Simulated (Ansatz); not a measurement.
# GeF2 (model cell, started as CdI2 type): phonons and vibrational spectra, part 2 of 3

Wanted: phonon frequencies of GeF2 (model cell, started as CdI2 type) and what follows from them.

Ansatz 0.2.0; DFT PBEsol, scalar-relativistic, plane waves, PAW.

So far. Step 4 (Relaxing to small forces for the phonons): The largest force component left is 0.022 meV/Å and the pressure is -0.002 GPa, within the tolerances set. The cell now holds 17.37 Å³/atom. The relaxed cell has a = 3.538, c = 4.809 Å (conventional setting).

The structure was built from a prototype and need not be the compound's stable phase.

## 5. Zone-centre response

The zone centre comes first: it holds the modes that light can see, as far as symmetry allows. The response to a homogeneous field gives the Born charges and the dielectric tensor, and its change with displacement the Raman tensors.

input.yaml reads:

```yaml
crystal:
  lattice:
    - [3.5375511125, 0.0, 0.0]
    - [-1.7687755563, 3.0636091306, 0.0]
    - [0.0, 0.0, 4.8089206362]
  atoms:
    - { symbol: Ge, position: [0.0, 0.0, 0.0] }
    - { symbol: F, position: [0.3333333333, 0.6666666667, 0.2018225846] }
    - { symbol: F, position: [0.6666666667, 0.3333333333, 0.7981774154] }
kpoints:
  mp_grid: { grid: [9, 9, 6] }
hamiltonian:
  xc: pbesol
scf:
  occupations: { method: fixed }
output:
  eigenvalues: true
phonons:
  method: dfpt
  dielectric: true
  rigid_motions: translations
  raman: true
```

Launch:

```sh
$ ansatz run input.yaml --threads 4 --pin off --max-ram 7168MiB --backend cpu --events-out ev --progress --plain --runs-dir out
```

Numbers of over 12 decimals in the logs are rounded to 6 here.

The log of the run:

```text
[...]
Crystal: 3 atoms, lattice volume = 52.118 Å³
Basis set: ecut = 420 eV, 995 PW (Γ), exchange–correlation on 48×48×72 points (8 copies of the dense FFT grid, shifted against one another)
Bands: 18, of which v1, the nominal top of the filled ones, is band 14 counted from 1 (13 counted from 0)
Symmetry: 12 space group operations
k-points: 140 of 486 (irreducible under 2 space group operations, time reversal used)
[...]
SCF iter   1: F=—  HF=-5854.248183 eV  |F-HF|=—  |Δ(HF+E_count)|=         —  Δρ=9.04e-3  dr2=2.34e-2  ethr=1.77e-3  ⟨swp⟩=4.0  Hψ=10616  notcnv=0  defer=251
[...]
SCF iter   9: F=-5854.243850 eV  HF=-5854.243850 eV  |F-HF|=8.19e-12  |Δ(HF+E_count)|=  1.24e-10  Δρ=1.27e-7  dr2=6.44e-12  ethr=1.00e-12  ⟨swp⟩=8.3  Hψ=13577  notcnv=0
SCF 1 converged in 9 iterations: F = -5854.243850 eV  dr2 = 6.44e-12
[...]
NSCF: frozen V_eff on 4 k-points
DFPT response loops at Γ: preconditioner auto → none (the input reference at scf.mixing.eps_inf says where Resta's filter doesn't serve); β = 0.50; Broyden in place of MSR1
── the response to a field inside a basis, on 10×10×6 k-points: an SCF that follows is theirs, and a resumed run solves both again ──
Bands: 15, of which v1, the nominal top of the filled ones, is band 14 counted from 1 (13 counted from 0)
k-points: 165 of 600 (irreducible under 4 space group operations)
[...]
Eigensolver: Dense (165 Hₖ)
SCF iter   1: F=—  HF=-5854.245478 eV  |F-HF|=—  |Δ(HF+E_count)|=         —  Δρ=6.10e-4  dr2=3.32e-5  ethr=1.00e-1
[...]
SCF iter   7: F=-5854.245478 eV  HF=-5854.245478 eV  |F-HF|=2.46e-11  |Δ(HF+E_count)|=  2.08e-10  Δρ=2.03e-7  dr2=4.16e-11  ethr=2.87e-12
SCF 1 converged in 7 iterations: F = -5854.245478 eV  dr2 = 4.16e-11
[...]
SCF converged after 9 iterations
Free energy (F): -5854.243850 eV
[...]
Internal energy: -5854.243850 eV  (E = F + TS)
E sigma→0 (E₀):  -5854.243850 eV
Fermi energy:    2.706672 eV
[...]
--- Band table (eV; the first three rows and the last of 140) ---
  k-point 0: bands = [... 10 lower, -0.9692, -0.9692, -0.0928, 0.2574, 5.6498, 9.0985, 9.0985, 10.6482]
  k-point 1: bands = [... 10 lower, -0.9738, -0.9738, -0.3007, 0.5017, 5.4472, 9.0946, 9.0946, 11.1459]
  k-point 2: bands = [... 10 lower, -0.9852, -0.9852, -0.5206, 0.8041, 5.0820, 9.0869, 9.0869, 12.3401]
  k-point 139: bands = [... 10 lower, -1.1724, -0.4143, -0.2536, 2.3127, 6.7117, 7.8610, 9.3930, 12.5510]
--- Phonons (Γ-DFPT): 4 representative perturbations + reference, on 140 of 486 k-points (Σ response iterations 15) ---
  k mesh reduced under 2 symmetry operations, with k and −k counted as one. Each operation leaves every solved perturbation unchanged. A smaller set is not considered because the run solves the response to a homogeneous field
  ASR residual: 1.016e-4 → 0.000e0 eV/Å²; symmetrization residual: 3.691e-6 eV/Å²
  ASR residual per site (eV/Å²): 1.31e-5 1.02e-4 1.02e-4
  Γ frequencies (cm⁻¹): -164.24 -164.24 0.00 0.00 0.00 223.61 223.61 237.11 261.07
  ε∞ (high-frequency dielectric tensor):
        3.462666    -0.000000    -0.000000
       -0.000000     3.462666     0.000000
       -0.000000     0.000000     2.185743
  softest optical mode at Γ: -164.24 cm⁻¹; the repairs (sum rule, projections) moved no ω² at Γ by more than (1.39 cm⁻¹)²
  Born effective charges Z* (e; rows j = field, columns β = displacement):
    site 0:
         4.05507   -0.00000   -0.00000
        -0.00000    4.05507    0.00000
        -0.00000    0.00000    1.27229
    site 1:
        -2.02753    0.00000    0.00000
         0.00000   -2.02753   -0.00000
        -0.00000   -0.00000   -0.63614
    site 2:
        -2.02753    0.00000    0.00000
         0.00000   -2.02753   -0.00000
         0.00000   -0.00000   -0.63614
  Z* charge neutrality: 3.655e-5 e pre-enforcement
  k-mesh period / interband length: 31.8 Å / 1.11 Å = 28.63 at k = (0.0000, 0.4444, -0.1667), direct gap 4.056 eV — 14 or more, which is no proof of convergence
  Raman tensors (in the event stream and the table raman_tensors.tsv): an entry may err by 1.5e-2 Å², one of the second-order susceptibility by 1.5e-20 pm/V (basis, points and sum rule); their sum over the sites missed zero by 2.220e-16 Å² ahead of its enforcement
  optical modes at Γ without the LO–TO term, one row a degenerate level:
      ω (cm⁻¹)  modes    IR ((D/Å)²/amu)  static Raman (Å⁴/amu)  depolarisation
       -164.24      2            30.4148                 0.0000               —
        223.61      2             0.0000                 2.9586           0.750
        237.11      1             1.4970                 0.0000               —
        261.07      1             0.0000                14.0693           0.002
  optical modes at Γ + LO–TO along q̂ = [1.0000, 0.0000, 0.0000]:
      ω (cm⁻¹)  modes    IR ((D/Å)²/amu)  static Raman (Å⁴/amu)  depolarisation
       -164.24      1            15.2074                 0.0000               —
        223.61      2             0.0000                 2.9586           0.750
        237.11      1             1.4970                 0.0000               —
        261.07      1             0.0000                14.0693           0.002
        390.84      1            15.2074                 0.0000               —
  optical modes at Γ + LO–TO along q̂ = [0.0000, 1.0000, 0.0000]:
      ω (cm⁻¹)  modes    IR ((D/Å)²/amu)  static Raman (Å⁴/amu)  depolarisation
       -164.24      1            15.2074                 0.0000               —
        223.61      2             0.0000                 2.9586           0.750
        237.11      1             1.4970                 0.0000               —
        261.07      1             0.0000                14.0693           0.002
        390.84      1            15.2074                 0.0000               —
  optical modes at Γ + LO–TO along q̂ = [0.0000, 0.0000, 1.0000]:
      ω (cm⁻¹)  modes    IR ((D/Å)²/amu)  static Raman (Å⁴/amu)  depolarisation
       -164.24      2            30.4148                 0.0000               —
        223.61      2             0.0000                 2.9586           0.750
        261.07      1             0.0000                14.0693           0.002
        290.26      1             1.4970                 0.0000               —
```

It took 4 min on 4 threads of AMD EPYC 7R13 (Zen 3), shared host; peak memory 2 GiB.

Numbers from this step:

- sum-rule residual before enforcement: 1.02e-4 eV/Å²
- miss of the charge sum rule: 3.66e-5 e
- point group: -3m
- highest optical mode at the zone centre (no LO-TO term): 261.1 cm⁻¹
- lowest optical zone-centre mode: -164.2 cm⁻¹
- mean high-frequency dielectric constant: 3.037
- largest Born charge (third of the trace): 3.127 e
- top of the zone-centre spectrum with the field: 390.8 cm⁻¹

Without the LO-TO term. Patterns of degenerate modes are one choice out of their space. The modes at Γ (shares of kinetic energy by element, %) (negative means imaginary):

```csv
mode,frequency (cm⁻¹),symmetry,Ge %,F %
1,-164.2,Eu,34,66
2,-164.2,Eu,34,66
3,0.0,acoustic,66,34
4,0.0,acoustic,66,34
5,0.0,acoustic,66,34
6,223.6,Eg,0,100
7,223.6,Eg,0,100
8,237.1,A2u,34,66
9,261.1,A1g,0,100
```

Displacements in mode 1 (-164.2 cm⁻¹), the largest set to 1:
```
Ge1  0.52  0.00  0.00
F2  -1.00  0.00  0.00
F3  -1.00  0.00  0.00
```

Displacements in mode 7 (223.6 cm⁻¹), the largest set to 1:
```
Ge1  0.00  0.00  0.00
F2   1.00 -0.51  0.00
F3  -1.00  0.51  0.00
```

Optical modes at the zone centre, without and with the macroscopic field of the longitudinal modes; each column is sorted by frequency, so a row need not hold one and the same mode. Modes with and without the field, by row:

```csv
rank among optical modes,no field (cm⁻¹),"q along (1, 0, 0) (cm⁻¹)","q along (0, 0, 1) (cm⁻¹)"
1,-164.2,-164.2,-164.2
2,-164.2,223.6,-164.2
3,223.6,223.6,223.6
4,223.6,237.1,223.6
5,237.1,261.1,261.1
6,261.1,390.8,290.3
```

Born charge (rows field, columns displacement) (e), principal values of the symmetric part by kind of site:

```csv
atom,atoms with these values,low,middle,high,mean
Ge1,1,1.27,4.06,4.06,3.13
F2,2,-2.03,-2.03,-0.64,-1.56
```

In full for Ge1:

```
4.06 0.00 0.00
0.00 4.06 0.00
0.00 0.00 1.27
```

High-frequency dielectric tensor:

```
3.46 0.00 0.00
0.00 3.46 0.00
0.00 0.00 2.19
```

Transverse modes; imaginary modes are left out. Lines of the infrared spectrum (strongest = 100):

```csv
position (cm⁻¹),label,relative intensity
224,Eg,0.0
237,A2u,100
261,A1g,0.0
```

Activity x (w_L - w)^4 (n + 1)/w, 532 nm, 300 K; imaginary modes are left out; modes without the macroscopic field alone. Lines of the Raman spectrum (strongest = 100):

```csv
position (cm⁻¹),label,relative intensity
224,Eg,27
237,A2u,0.0
261,A1g,100
```

Before it was imposed, the acoustic sum rule was missed by 1.0e-4 eV/Å² and the charge sum rule by 3.7e-5 e. Small misses are needed for a sound result but don't prove that mesh and cutoff are converged. The lowest optical mode is imaginary, 164.2i cm⁻¹, so the energy falls along it.

## 6. Phonons on a q mesh

Stability and thermal properties need the whole zone. Linear response on a 3×3×2 q mesh gives force constants as far as a supercell of that size would, and the tensors from the zone-centre run are typed in so that the long-range dipole term is interpolated apart.

input.yaml, the sections that differ from step 5:

```yaml
phonons:
  method: dfpt
  qmesh: [3, 3, 2]
  temperatures: { t_max: 1000, t_step: 50 }
  qpath:
    path:
      - [[0.0, 0.0, 0.0], [0.5, 0.0, 0.0], [0.33333333, 0.33333333, 0.0], [0.0, 0.0, 0.0], [0.0, 0.0, 0.5], [0.5, 0.0, 0.5], [0.33333333, 0.33333333, 0.5], [0.0, 0.0, 0.5]]
      - [[0.5, 0.0, 0.5], [0.5, 0.0, 0.0]]
      - [[0.33333333, 0.33333333, 0.5], [0.33333333, 0.33333333, 0.0]]
    npoints: 10
  non_analytic_term:
    high_frequency_dielectric_tensor: [[3.4627, 0.0, 0.0], [0.0, 3.4627, 0.0], [0.0, 0.0, 2.1857]]
    born_effective_charges:
      - { species: Ge, tensor: [[4.0551, 0.0, 0.0], [0.0, 4.0551, 0.0], [0.0, 0.0, 1.2723]] }
      - { species: F, tensor: [[-2.0275, 0.0, 0.0], [0.0, -2.0275, 0.0], [0.0, 0.0, -0.6361]] }
      - { species: F, tensor: [[-2.0275, 0.0, 0.0], [0.0, -2.0275, 0.0], [0.0, 0.0, -0.6361]] }
    source: "zone-centre run at this cell"
# crystal, kpoints, hamiltonian, scf, output: as in step 5
```

The log of the run:

```text
Warning: phonons: the dynamical matrix that this run interpolates holds no multipole term above the dipole-dipole one, and a site of this crystal is no centre of inversion, so its interpolated transverse optical and acoustic branches and sound speeds can stay off near Gamma, and the density of states and the thermodynamics with them. What a run solves at a wave vector of phonons.qpoints, Gamma apart, where the deck admits one, is free of this, and under fd what a larger phonons.supercell samples
[...]
Crystal: 3 atoms, lattice volume = 52.118 Å³
Basis set: ecut = 420 eV, 995 PW (Γ), exchange–correlation on 48×48×72 points (8 copies of the dense FFT grid, shifted against one another)
Bands: 18, of which v1, the nominal top of the filled ones, is band 14 counted from 1 (13 counted from 0)
Symmetry: 12 space group operations
k-points: 62 of 486
[...]
SCF iter   1: F=—  HF=-5854.248180 eV  |F-HF|=—  |Δ(HF+E_count)|=         —  Δρ=9.04e-3  dr2=2.34e-2  ethr=1.77e-3  ⟨swp⟩=4.0  Hψ=4714  notcnv=0  defer=108
[...]
SCF iter   9: F=-5854.243850 eV  HF=-5854.243850 eV  |F-HF|=9.09e-12  |Δ(HF+E_count)|=  1.06e-10  Δρ=1.16e-7  dr2=5.51e-12  ethr=1.00e-12  ⟨swp⟩=8.2  Hψ=5964  notcnv=0
SCF 1 converged in 9 iterations: F = -5854.243850 eV  dr2 = 5.51e-12
[...]
DFPT response loops at q = (0, 0, 0) (fractional): preconditioner auto → none (the input reference at scf.mixing.eps_inf says where Resta's filter doesn't serve); β = 0.50; Broyden in place of MSR1
[...]
WARN: phonons: 21 modes above zero would be rigid motions if what is in doubt were free, and are counted in the zero-point energy, free energy, entropy and heat capacity. With what each adds to F at 1000 K, by the weight of its row in the mesh: 1.74 cm⁻¹ (-0.000 eV; rigid weight 1.000, of which rotation 0.000), 1.74 cm⁻¹ (-0.000 eV; rigid weight 1.000, of which rotation 0.000), 2.88 cm⁻¹ (-0.000 eV; rigid weight 1.000, of which rotation 0.000), 3.44 cm⁻¹ (-0.000 eV; rigid weight 1.000, of which rotation 0.000), 3.44 cm⁻¹ (-0.000 eV; rigid weight 1.000, of which rotation 0.000), 5.03 cm⁻¹ (-0.000 eV; [rest of the remark cut]
SCF converged after 9 iterations
Free energy (F): -5854.243850 eV
[...]
Internal energy: -5854.243850 eV  (E = F + TS)
E sigma→0 (E₀):  -5854.243850 eV
Fermi energy:    2.706672 eV
[...]
--- Band table (eV; the first three rows and the last of 62) ---
  k-point 0: bands = [... 10 lower, -0.9692, -0.9692, -0.0928, 0.2574, 5.6498, 9.0985, 9.0985, 10.6482]
  k-point 1: bands = [... 10 lower, -0.9738, -0.9738, -0.3007, 0.5017, 5.4472, 9.0946, 9.0946, 11.1459]
  k-point 2: bands = [... 10 lower, -0.9852, -0.9852, -0.5206, 0.8041, 5.0820, 9.0869, 9.0869, 12.3401]
  k-point 61: bands = [... 10 lower, -1.5187, -0.2341, -0.2341, 2.7067, 7.4309, 8.4134, 8.4134, 13.1868]
--- Phonons (Γ-DFPT): 4 representative perturbations + reference (Σ response iterations 16) ---
  ASR residual: 9.033e-5 → 0.000e0 eV/Å²; symmetrization residual: 4.217e-6 eV/Å²
  ASR residual per site (eV/Å²): 1.29e-5 9.03e-5 9.03e-5
  Γ frequencies (cm⁻¹): -164.24 -164.24 0.00 0.00 0.00 223.61 223.61 237.11 261.07
--- Phonons (arbitrary-q DFPT): 6 irreducible q on the 3×3×2 mesh ---
  q = [0.0000, 0.0000, 0.0000] (star 1, of the zone-centre solve; hermiticity 1.64e-6, symmetrization 3.04e-10): -164.24 -164.24 -0.00 0.00 0.00 223.61 223.61 237.11 261.07
  q = [0.0000, 0.0000, -0.5000] (star 1, 4 solved perturbations in 404 linear systems a pass and spin channel, the states on 140 of 486 k-point pairs; hermiticity 1.01e-6, symmetrization 1.55e-9): -161.12 -161.12 8.50 8.50 12.98 221.66 221.66 260.45 290.61
  q = [0.0000, 0.3333, 0.0000] (star 6, 6 solved perturbations on 270 of 486 k-point pairs; hermiticity 7.12e-7, symmetrization 2.14e-9): -192.05 -133.57 62.28 85.72 139.04 180.79 210.70 268.66 361.22
[...]
sum rule: each row above includes the acoustic sum rule's correction from the zone centre's row sums; it moved no ω² by more than (1.14 cm⁻¹)²
  mesh force constants: q→R imaginary residual 2.50e-16; ASR residual 9.033e-5 → 0.000e0 eV/Å²; symmetrization residual 5.329e-15 eV/Å²
  interpolated dispersion: 94 rows × 9 modes
  density of states and harmonic sums: on the 21×21×14 q-mesh, interpolated from the force constants of a 3×3×2 supercell (with the dipole–dipole term of supplied tensors)
  largest difference from the sums on the solved wave vectors: F 1.21e-1 eV, S 1.70e-4 and C_V 4.89e-5 eV/K
  zero-point energy: 0.078611 eV/cell   skipped modes (ω ≤ 0): 1098, of them read as no rigid motion or as one in doubt: 1095 (1.820e0 modes/cell left out, lowest -218.25 cm⁻¹)   rigid motions above zero, counted: 21   left out of the sums: 2.02e-1 of the cell's modes: C_V's classical limit lies that fraction below 3 k_B per atom; for a crystal, a wire or a layer, F and S can be off by more, and a phonons.interpolated_qmesh denser along its periods is the remedy for the sampling
```

Run time: 1.8 min. Hardware: 4 threads; peak memory 0.91 GiB.

Numbers from this step:

| Quantity | Value |
| --- | --- |
| sum-rule residual before enforcement | 9.03e-5 eV/Å² |
| lowest frequency on the path | -218.9 cm⁻¹ |
| highest frequency on the path or at a solved wavevector | 390.8 cm⁻¹ |
| lowest mode on the q mesh (acoustic modes at Γ apart) | -194.9 cm⁻¹ |

Frequencies (cm⁻¹) solved at each irreducible wavevector; negative means imaginary. Frequencies by wavevector, by row:

```csv
q in reciprocal lattice units,star,mode 1,mode 2,mode 3,mode 4,mode 5,mode 6,mode 7,mode 8,mode 9
0 0 0,1,-164.2,-164.2,0,0,0,223.6,223.6,237.1,261.1
0 0 -0.5,1,-161.1,-161.1,8.5,8.5,13,221.7,221.7,260.4,290.6
0 0.3333 0,6,-192.1,-133.6,62.3,85.7,139,180.8,210.7,268.7,361.2
0 0.3333 -0.5,6,-192.9,-133.6,67.6,84.2,129.7,182.6,227.9,249.4,335.5
0.3333 0.3333 0,2,-194.9,-101.1,-101.1,58.4,148.3,148.3,233.6,233.6,340.8
0.3333 0.3333 -0.5,2,-191.6,-86.4,-86.4,73,154.8,154.8,222.9,222.9,333.8
```

(Part 2 of 3 ends here.)

[Logs are printed without paths, hosts, clocks, repeated set-up lines and the standing remarks that a program may print on its own settings, such as how far it seeks lower states.]

[Hosts, paths, dates, database ids (printed as entryN), source tags and the programs' standing remarks are cut or masked in the printed files.]
